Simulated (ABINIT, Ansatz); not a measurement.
Planning a run of ABINIT 10.8.3 on ZnSe (Stilleite). The input:

```
acell 3*1.0 Angstrom
rprim 
  -0.000000000000 2.833800000000 2.833800000000
  2.833800000000 -0.000000000000 2.833800000000
  2.833800000000 2.833800000000 0.000000000000
ntypat 2
znucl 30 34
natom 2
typat 1 2
xred 
  0.000000000000 0.000000000000 0.000000000000
  0.250000000000 0.250000000000 0.250000000000
pp_dirpath "pseudos"
pseudos "Zn.upf, Se.upf"
ecut 48
ngkpt 4 4 4
nshiftk 1
shiftk 0 0 0
kptopt 1
chksymbreak 0
iscf -2
irdden 1
istwfk *1
nband 57
nbdbuf 4
tolwfr 1e-09
nstep 60
prtvol 0
indata_prefix "in"
outdata_prefix "out"
tmpdata_prefix "tmp"
```

```sh
OMP_NUM_THREADS=1 mpirun -n 4 abinit run.abi > log
```

**Question.** How long will it take on 4 MPI ranks of Arm Neoverse V1, shared host, and how much memory?

It took 16 s; on shared hardware allow 7.8 s to 31 s. Peak host memory was 0.32 GiB.

[Paths, hosts, dates, memory and timing lines, banners, echoed tables and standing remarks are left out of the program output.]

[Logs are printed without paths, hosts, clocks, repeated set-up lines and the standing remarks that a program may print on its own settings, such as how far it seeks lower states.]

[Runs of the session that timed out or met a known fault of the program may be left out.]

[Hosts, paths, dates, database ids (printed as entryN), source tags and the programs' standing remarks are cut or masked in the printed files.]

[G0W0 gaps are taken among the corrected bands and points alone; a level outside them can change the order at an edge.]

[Where Ansatz stands beside ABINIT at settings called matched, ABINIT's density can come from a denser mesh and the files from another edition; pairs whose starting gaps differed by over 0.03 eV were left out, so agreement reads better than it is.]
